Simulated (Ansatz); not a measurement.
# BeC2 (built on the sites of a database entry of BaC2): relaxing the cell for a phonon run

Aim: bring BeC2 (built on the sites of a database entry of BaC2) to small forces and stress, as phonons need.

Program: Ansatz 0.2.0. Level of theory: DFT PBE+D4, scalar-relativistic, plane waves, PAW. Results are calculated unless marked as measured.

The structure was built from a prototype and need not be the compound's stable phase.

### Step 1. Set-up

Symmetry: I4/mmm, No. 139, tetragonal system. Conventional cell: a = 2.717 Å, b = 2.717 Å, c = 4.481 Å, α = 90.00°, β = 90.00°, γ = 90.00°. Nearest to Be lie 10 C at 1.85 to 1.96 Å. C has 1 C at 0.78 Å and 5 Be at 1.85 to 1.96 Å nearest. Farther neighbours are not listed.

### Step 2. Probe on a coarse mesh

A quick single point on a coarse mesh tells whether the cell has a gap and how far it is from rest, which sets the k mesh and smearing that follow.

input.yaml reads:

```yaml
crystal:
  lattice:
    - [-1.35834, 1.35834, 2.24045]
    - [1.35834, -1.35834, 2.24045]
    - [1.35834, 1.35834, -2.24045]
  atoms:
    - { symbol: Be, position: [0.0, 0.0, 0.0] }
    - { symbol: C, position: [0.587008, 0.587008, 0.0] }
    - { symbol: C, position: [0.412992, 0.412992, 0.0] }
kpoints:
  mp_grid: { grid: [10, 10, 10] }
hamiltonian:
  xc: pbe
  dispersion: d4
scf:
  occupations: { method: gaussian, width: 0.1 }
output:
  forces: true
  stress: true
  eigenvalues: true
```

Run with:

```bash
ansatz run input.yaml --threads 4 --pin off --max-ram 7168MiB --backend cpu --events-out ev --progress --plain --runs-dir out
```

Numbers of over 12 decimals in the logs are rounded to 6 here.

The log of the run:

```text
Engine: ansatz 0.2.0, aarch64-unknown-linux-gnu
Pseudopotentials: kind: paw
Pseudopotential: Be, paw, valence charge 2, recommended cutoff 420 eV (normal), Be.paw.azcp
Pseudopotential: C, paw, valence charge 4, recommended cutoff 420 eV (normal), C.paw.azcp
Functional definition: PBE
  parameter kappa = 0.804
  parameter beta = 0.066725
  exchange = pbe_x(kappa = kappa, mu = beta*pi^2/3)
[...]
k-point 0: bands = ["-7.2515", "5.6395", "5.8743", "5.8743", "13.1693", "19.8923", "19.8923", "21.1328", "24.6663"]
  k-point 1: bands = ["-7.0238", "4.4338", "5.5441", "7.2177", "12.1947", "18.8150", "20.1167", "22.7292", "22.7687"]
  k-point 2: bands = ["-6.3562", "3.2497", "4.7515", "8.5360", "10.4492", "16.8913", "19.9745", "21.0129", "23.1910"]
  k-point 101: bands = ["-4.8275", "1.1567", "3.9024", "3.9024", "14.4565", "17.0815", "19.1263", "25.3704", "25.3704"]
[key lines of the parts left out:]
SCF converged after 8 iterations
Free energy (F): -565.379054 eV
Fermi energy:    14.231256 eV
P = ⅓ Tr σ = 476.5829 GPa (4765.829 kbar)
```

Run time: 1.5 s. Hardware: 4 threads of Arm Neoverse V1, shared host; peak memory 0.27 GiB.

Numbers from this step:

| Item | Value |
| --- | --- |
| pressure | 476.6 GPa |
| volume per atom | 5.512 Å³ |
| gap on the k-mesh | 0 eV |

The coarse mesh shows no gap and a pressure of 476.6 GPa.

### Step 3. Relaxation

The cell and atoms are relaxed, since residual forces and stress would shift the frequencies.

input.yaml, the sections that differ from step 2:

```yaml
crystal:
  lattice:
    - [-1.8209150856, 1.8209150856, 2.3211911044]
    - [1.8209150856, -1.8209150856, 2.3211911044]
    - [1.8209150856, 1.8209150856, -2.3211911044]
  atoms:
    - { symbol: Be, position: [0.0, 0.0, 0.0] }
    - { symbol: C, position: [0.6344098913, 0.6344098913, 0.0] }
    - { symbol: C, position: [0.3655901087, 0.3655901087, 0.0] }
scf:
  occupations: { method: gaussian, width: 0.02 }
relax:
  adjacent_minimum: "off"
  f_tol: 0.005
  max_steps: 80
  cell: { stress_tol: 0.05 }
# kpoints, hamiltonian, output: as in step 2
```

The log of the run:

```text
[...]
Crystal: 3 atoms, lattice volume = 30.786 Å³
Basis set: ecut = 420 eV, 603 PW (Γ), exchange–correlation on 48×48×48 points (8 copies of the dense FFT grid, shifted against one another)
Bands: 9, of which v1, the nominal top of the filled ones, is band 5 counted from 1 (4 counted from 0)
Symmetry: 16 space group operations
[...]
k-points: 102 of 1000
[...]
SCF iter   1: F=—  HF=-592.702492 eV  |F-HF|=—  |Δ(HF+E_count)|=         —  Δρ=4.83e-3  dr2=5.56e-3  ethr=1.77e-3  ⟨swp⟩=6.2  Hψ=6853  notcnv=0
[...]
SCF iter   6: F=-592.704771 eV  HF=-592.704771 eV  |F-HF|=4.61e-10  |Δ(HF+E_count)|=   8.62e-9  Δρ=2.76e-6  dr2=1.89e-9  ethr=2.91e-10  ⟨swp⟩=2.7  Hψ=3324  notcnv=0
SCF 1 converged in 6 iterations: F = -592.704771 eV  dr2 = 1.89e-9
[...]
relax step   1: F+E_penalty+E_count = -592.70477099 eV  Δ(F+E_penalty+E_count) = +0.000e0 eV  max|allowed force component| = 8.652e-3 eV/Å  Δτ_max = 0.0000 Å  P = +0.153 GPa  Ω = 30.786 Å³  (6 SCF iters, dr2 threshold 1.00e-7 eV, accepted)
Crystal: 3 atoms, lattice volume = 30.916 Å³
[...]
iter 1 solved again at ethr=6.87e-7 eV; its pass at ethr=3.10e-3 eV (dr2=6.87e-5 eV) is discarded
[...]
SCF iter   6: F=-592.704639 eV  HF=-592.704639 eV  |F-HF|=3.41e-13  |Δ(HF+E_count)|=  2.27e-11  Δρ=4.72e-8  dr2=2.21e-13  ethr=1.00e-12  ⟨swp⟩=1.0  Hψ=2579  notcnv=0
SCF 2 converged in 6 iterations: F = -592.704639 eV  dr2 = 2.21e-13
relax step   2: F+E_penalty+E_count = -592.70463897 eV  Δ(F+E_penalty+E_count) = +1.320e-4 eV  max|allowed force component| = 2.986e-3 eV/Å  Δτ_max = 0.0000 Å  P = -0.004 GPa  Ω = 30.916 Å³  energy of the carried Pulay correction = -2.667e-4 eV  (6 SCF iters, dr2 threshold 1.40e-7 eV, accepted)
Crystal: 3 atoms, lattice volume = 31.013 Å³
[...]
SCF iter   6: F=-592.704481 eV  HF=-592.704481 eV  |F-HF|=0.00e0  |Δ(HF+E_count)|=  1.99e-11  Δρ=1.54e-8  dr2=4.63e-14  ethr=1.00e-12  ⟨swp⟩=1.1  Hψ=2280  notcnv=0
SCF 3 converged in 6 iterations: F = -592.704481 eV  dr2 = 4.63e-14
relax step   3: F+E_penalty+E_count = -592.70448063 eV  Δ(F+E_penalty+E_count) = +1.583e-4 eV  max|allowed force component| = 6.604e-3 eV/Å  Δτ_max = 0.0003 Å  P = +0.031 GPa  Ω = 31.013 Å³  energy of the carried Pulay correction = -4.640e-4 eV  (6 SCF iters, dr2 threshold 1.01e-7 eV, accepted)
[...]
relax step   4: F+E_penalty+E_count = -592.70447662 eV  Δ(F+E_penalty+E_count) = +4.012e-6 eV  max|allowed force component| = 3.606e-3 eV/Å  Δτ_max = 0.0001 Å  P = -0.007 GPa  Ω = 31.016 Å³  energy of the carried Pulay correction = -4.700e-4 eV  (6 SCF iters, dr2 threshold 2.06e-8 eV, accepted)
[...]
SCF iter   8: F=-592.705005 eV  HF=-592.705005 eV  |F-HF|=0.00e0  |Δ(HF+E_count)|=  3.41e-13  Δρ=2.34e-10  dr2=6.10e-18  ethr=1.00e-12  ⟨swp⟩=2.1  Hψ=2704  notcnv=0
SCF 5 converged in 8 iterations: F = -592.705005 eV  dr2 = 6.10e-18
relax step   5: F+E_penalty+E_count = -592.70500522 eV  Δ(F+E_penalty+E_count) = -5.286e-4 eV  max|allowed force component| = 3.194e-3 eV/Å  Δτ_max = 0.0000 Å  P = +0.018 GPa  Ω = 31.016 Å³  stress off target by 3.37e-2 GPa  SCF on the basis re-selected at this cell (its energy is not comparable with the rows above)  (8 SCF iters)
basis re-selected at this cell: Δ(F+E_penalty+E_count) = -5.286e-4 eV, ΔP = +0.024 GPa vs the last step (what re-selecting the basis moved, of the pressure what is left beyond the Pulay correction that the steps carried, after the strain that the cell walked since its last selection, with what the two solves' SCF thresholds leave and, on support functions, any second-order correction that the steps lacked; it is no m [...]
SCF converged after 8 iterations
Free energy (F): -592.705005 eV
[...]
Internal energy: -592.705005 eV  (E = F + TS)
E sigma→0 (E₀):  -592.705005 eV
Fermi energy:    4.895261 eV
[...]
--- Forces (eV/Å), atoms counted from 1 ---
  atom   1  Be     0.00000000     0.00000000    -0.00000000
  atom   2  C     -0.00000000    -0.00000000     0.00319412
  atom   3  C     -0.00000000    -0.00000000    -0.00319412
  max |Σ_I F_I| component: 5.00e-16 eV/Å
--- Stress (GPa, compression-positive) ---
        0.033652       0.000000      -0.000000
        0.000000       0.033652      -0.000000
        0.000000       0.000000      -0.014483
  P = ⅓ Tr σ = 0.0176 GPa (0.176 kbar)
--- Band table (eV; the first three rows and the last of 102) ---
[...]
--- Relaxed structure (4 steps of the walk, 4 accepted, 1 SCFs on fresh bases) ---
  F+E_penalty+E_count = -592.70500522 eV   max|allowed force component| = 3.194e-3 eV/Å   (the final SCF, on the basis selected at the relaxed cell)
  cell:  # Å, volume = 31.0157 Å³
    - [-1.828111, 1.828111, 2.320151]
    - [1.828111, -1.828111, 2.320151]
    - [1.828111, 1.828111, -2.320151]
  atoms:
    - { symbol: Be, position: [0, 0, 0] }
    - { symbol: C, position: [0.634431, 0.634431, 0] }
    - { symbol: C, position: [0.365569, 0.365569, 0] }
```

Wall time 4 s (4 threads); peak memory 0.33 GiB; 14 s of CPU time.

Step by step:

```csv
step,energy less that of the first step (eV),largest force component (eV/Å),pressure (GPa),volume (Å³)
1,0.0000,0.0087,0.15,30.79
2,0.0001,0.0030,0.00,30.92
3,0.0003,0.0066,0.03,31.01
4,0.0003,0.0036,-0.01,31.02
5*,-0.0002,0.0032,0.02,31.02
```

Relaxation steps marked * repeat the geometry before them on a plane-wave basis chosen anew for their cell, so energy and pressure can jump there.

Forces are held to the 16 operations that the run works with; a distortion that breaks them can't arise in this run.

```csv
"conventional cell, symmetrised",before,after,change
a (Å),3.642,3.656,+0.4 %
b (Å),3.642,3.656,+0.4 %
c (Å),4.642,4.640,-0.0 %
volume (Å³/atom),10.26,10.34,+0.7 %
```

Final coordinates:

```xyz
3
Lattice="-1.8281 1.8281 2.3202 1.8281 -1.8281 2.3202 1.8281 1.8281 -2.3202" Properties=species:S:1:pos:R:3 pbc="T T T"
Be    0.0000    0.0000    0.0000
C     0.0000    0.0000    2.9440
C     0.0000    0.0000    1.6963
```

Numbers from this step:

```yaml
pressure: 0.01761 GPa
gap_on_the_k_mesh: 2.392 eV
volume_per_atom: 10.34 Å³
direct_gap_on_mesh: 2.904 eV
```

In this step the volume went from 10.26 to 10.34 Å³/atom.

### Step 4. Relaxing to small forces for the phonons

Phonons need a cell at rest on their own settings, so the relaxation is repeated with tight tolerances on forces and stress on the k mesh and occupations of the first response run.

input.yaml reads:

```yaml
crystal:
  lattice:
    - [-1.8281106088, 1.8281106088, 2.3201507646]
    - [1.8281106088, -1.8281106088, 2.3201507646]
    - [1.8281106088, 1.8281106088, -2.3201507646]
  atoms:
    - { symbol: Be, position: [0.0, 0.0, 0.0] }
    - { symbol: C, position: [0.6344314539, 0.6344314539, 0.0] }
    - { symbol: C, position: [0.3655685461, 0.3655685461, 0.0] }
kpoints:
  mp_grid: { grid: [12, 12, 12] }
hamiltonian:
  xc: pbe
  dispersion: d4
scf:
  occupations: { method: fixed }
output:
  forces: true
  stress: true
  eigenvalues: true
relax:
  adjacent_minimum: "off"
  f_tol: 0.001
  max_steps: 60
  cell: { stress_tol: 0.01 }
```

The log of the run:

```text
[...]
Crystal: 3 atoms, lattice volume = 31.016 Å³
Basis set: ecut = 420 eV, 603 PW (Γ), exchange–correlation on 48×48×48 points (8 copies of the dense FFT grid, shifted against one another)
Bands: 9, of which v1, the nominal top of the filled ones, is band 5 counted from 1 (4 counted from 0)
Symmetry: 16 space group operations
[...]
k-points: 163 of 1728
[...]
--- Band table (eV; the first three rows and the last of 163) ---
[...]
--- Relaxed structure (5 steps of the walk, 5 accepted, 2 SCFs on fresh bases) ---
[...]
cell:  # Å, volume = 31.0528 Å³
    - [-1.829314, 1.829314, 2.319875]
    - [1.829314, -1.829314, 2.319875]
    - [1.829314, 1.829314, -2.319875]
  atoms:
    - { symbol: Be, position: [0, 0, 0] }
    - { symbol: C, position: [0.634446, 0.634446, 0] }
    - { symbol: C, position: [0.365554, 0.365554, 0] }
[key lines of the parts left out:]
SCF converged after 4 iterations
Free energy (F): -592.705025 eV
Fermi energy:    3.686591 eV
P = ⅓ Tr σ = 0.0005 GPa (0.005 kbar)
```

The job ended after 6.8 s (4 threads; peak memory 0.35 GiB; 25 s of CPU time).

Little changed from the start: no atom moved by 0.005 Å and no cell edge by 0.1 %.

This step gave:

```
pressure           : 4.80e-4 GPa
gap on the k-mesh  : 2.400 eV
volume per atom    : 10.35 Å³
direct gap on mesh : 2.907 eV
```

The largest force component left is 0.18 meV/Å and the pressure is 0.000 GPa, within the tolerances set. The cell now holds 10.35 Å³/atom.

### Step 5. Outcome

```yaml
space_group_after_relaxation_within_0p01_a: I4/mmm
lattice_constant_a: 3.659 Å
lattice_constant_b: 3.659 Å
lattice_constant_c: 4.640 Å
volume_per_atom: 10.4 Å³
gap_on_the_k_mesh: 2.40 eV
```

In words: The largest force component left is 0.18 meV/Å and the pressure is 0.000 GPa, within the tolerances set. The cell now holds 10.35 Å³/atom. The relaxation keeps the symmetry of its start, so it says nothing on stability against lower symmetry. The starting cell was built on a prototype and not taken from a measurement, so the phase need not exist.

[Logs are printed without paths, hosts, clocks, repeated set-up lines and the standing remarks that a program may print on its own settings, such as how far it seeks lower states.]

[Hosts, paths, dates, database ids (printed as entryN), source tags and the programs' standing remarks are cut or masked in the printed files.]
